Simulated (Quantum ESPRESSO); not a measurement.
A computed Te L₃-edge spectrum of one site in a crystal of Cl, La and Te. Method: Quantum ESPRESSO XSpectra, LDA, full core hole (charged cell) in a small cell, dipole transitions, broadening that rises with energy, without spin-orbit coupling.

Energy from the lowest empty level; intensity scaled to a mean of 1 over the first 20 eV:

| E (eV) | intensity |
| --- | --- |
| -2.00 | 0.25 |
| -1.25 | 0.32 |
| -0.50 | 0.45 |
| 0.25 | 0.66 |
| 1.00 | 0.99 |
| 1.75 | 1.41 |
| 2.50 | 1.81 |
| 3.25 | 1.96 |
| 4.00 | 1.79 |
| 4.75 | 1.45 |
| 5.50 | 1.18 |
| 6.25 | 1.03 |
| 7.00 | 0.94 |
| 7.75 | 0.89 |
| 8.50 | 0.87 |
| 9.25 | 0.84 |
| 10.00 | 0.80 |
| 10.75 | 0.76 |
| 11.50 | 0.74 |
| 12.25 | 0.75 |
| 13.00 | 0.77 |
| 13.75 | 0.79 |
| 14.50 | 0.80 |
| 15.25 | 0.80 |
| 16.00 | 0.80 |
| 16.75 | 0.80 |
| 17.50 | 0.79 |
| 18.25 | 0.80 |
| 19.00 | 0.82 |
| 19.75 | 0.84 |
| 20.50 | 0.83 |
| 21.25 | 0.82 |
| 22.00 | 0.82 |
| 22.75 | 0.82 |
| 23.50 | 0.82 |
| 24.25 | 0.83 |
| 25.00 | 0.84 |
| 25.75 | 0.87 |
| 26.50 | 0.89 |
| 27.25 | 0.89 |
| 28.00 | 0.88 |
| 28.75 | 0.87 |
| 29.50 | 0.86 |
| 30.25 | 0.85 |
| 31.00 | 0.83 |
| 31.75 | 0.81 |

What surroundings does the absorber have?

At an L edge the dipole rule selects empty d and s states; the absorber's d shell is nominally full, so the onset shows only d character mixed into the empty bands. It is atom 3 of LaTeCl (P4/nmm), with 1 La at 3.30 Å and 4 La at 3.37 Å (5-fold, site symmetry 4mm). Its main maxima below 30 eV lie at 3.3 eV (1.96) and 27.0 eV (0.89). A near-edge spectrum doesn't fix the structure by itself; it is matched against candidates. Only the L₃ part is meant: spin–orbit coupling of the core level isn't computed and the L₂ copy isn't added. The holes are only 6.4 Å apart, so the shape is probably not converged with cell size; no larger cell was run here. The structure is a computed Materials Project entry and may be a hypothetical form.

[Hosts, paths, dates, database ids (printed as entryN), source tags and the programs' standing remarks are cut or masked in the printed files.]

[Lists of maxima count a maximum above −3 eV only where it reaches 4 % of the highest in the window and stands out from its surroundings by 2 % of it (1.5 % where it reaches 55 %); shoulders and weaker maxima are passed over, and of the rest the first, up to two pre-edge ones and the few strongest are named.]
